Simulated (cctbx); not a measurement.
**Y3Ge3Pd across an absorption edge**

Space group C2/m (no. 12), a = 10.4770 Å, b = 4.3570 Å, c = 14.2310 Å, α = 90.00°, β = 110.36°, γ = 90.00°.

| atom | mult. | x | y | z | Ueq (Å²) |
| --- | --- | --- | --- | --- | --- |
| Pd1 | 4 | 0.2558 | 1/2 | 0.5945 | 0.0200 |
| Y1 | 4 | 0.7459 | 0 | 0.2262 | 0.0136 |
| Y2 | 4 | 0.0987 | 1/2 | 0.9218 | 0.0208 |
| Y3 | 4 | 0.9734 | 1/2 | 0.6165 | 0.0241 |
| Ge1 | 4 | 0.9560 | 0 | 0.7626 | 0.0186 |
| Ge2 | 4 | 0.8594 | 0 | 0.4555 | 0.0238 |
| Ge3 | 4 | 0.3911 | 1/2 | 0.9208 | 0.0177 |

The model was made for the exercise: a known structure type with other elements put in, its volume estimated, not relaxed; displacement parameters are assumed.

Calculated with cctbx: free-atom f′ and f″ from the Sasaki tables, no fine structure; amplitudes in electrons.

```
E (eV)  F 0 0 4  F 2 0 3  F 1 1 0  F 1 1 2
 23750     65.3    194.1     33.6     80.6
 24100     63.2    195.1     33.3     83.5
 24230     61.3    195.9     33.1     86.0
 24290     59.5    196.6     33.0     88.3
 24320     57.7    197.3     32.9     90.6
 24335     56.0    198.0     32.8     92.9
 24342     54.5    198.6     32.7     94.8
 24346     52.9    199.2     32.6     96.9
 24354     51.2    200.0     32.4    100.0
 24358     54.2    198.9     32.5     96.2
 24365     56.3    198.0     32.6     93.4
 24380     58.4    197.2     32.7     90.6
 24410     60.4    196.5     32.8     88.0
 24500     62.9    195.5     32.9     84.7
 24750     65.7    194.6     32.9     81.1
```

**Question.** Which edge is crossed, and why do the reflections move as they do?

The K edge of Pd. The edge is at 24350 eV. f′ of Pd falls from -4.7 e at 24230 eV to -7.8 e at 4 eV below it, and f″ steps from 0.55 to 3.63 e across it. Over that approach |F| changes by -14 % (0 0 4), +2 % (2 0 3), -2 % (1 1 0) and +13 % (1 1 2): a reflection falls where Pd scatters in phase with the total and rises where it scatters against it; it hardly moves where the Pd term is small or cancels by symmetry. Above the edge the larger f″ enters the imaginary part, where it can add to or cancel the other atoms' f″. The structure is centrosymmetric, so Friedel mates stay equal.

[Logs are printed without paths, hosts, clocks, repeated set-up lines and the standing remarks that a program may print on its own settings, such as how far it seeks lower states.]
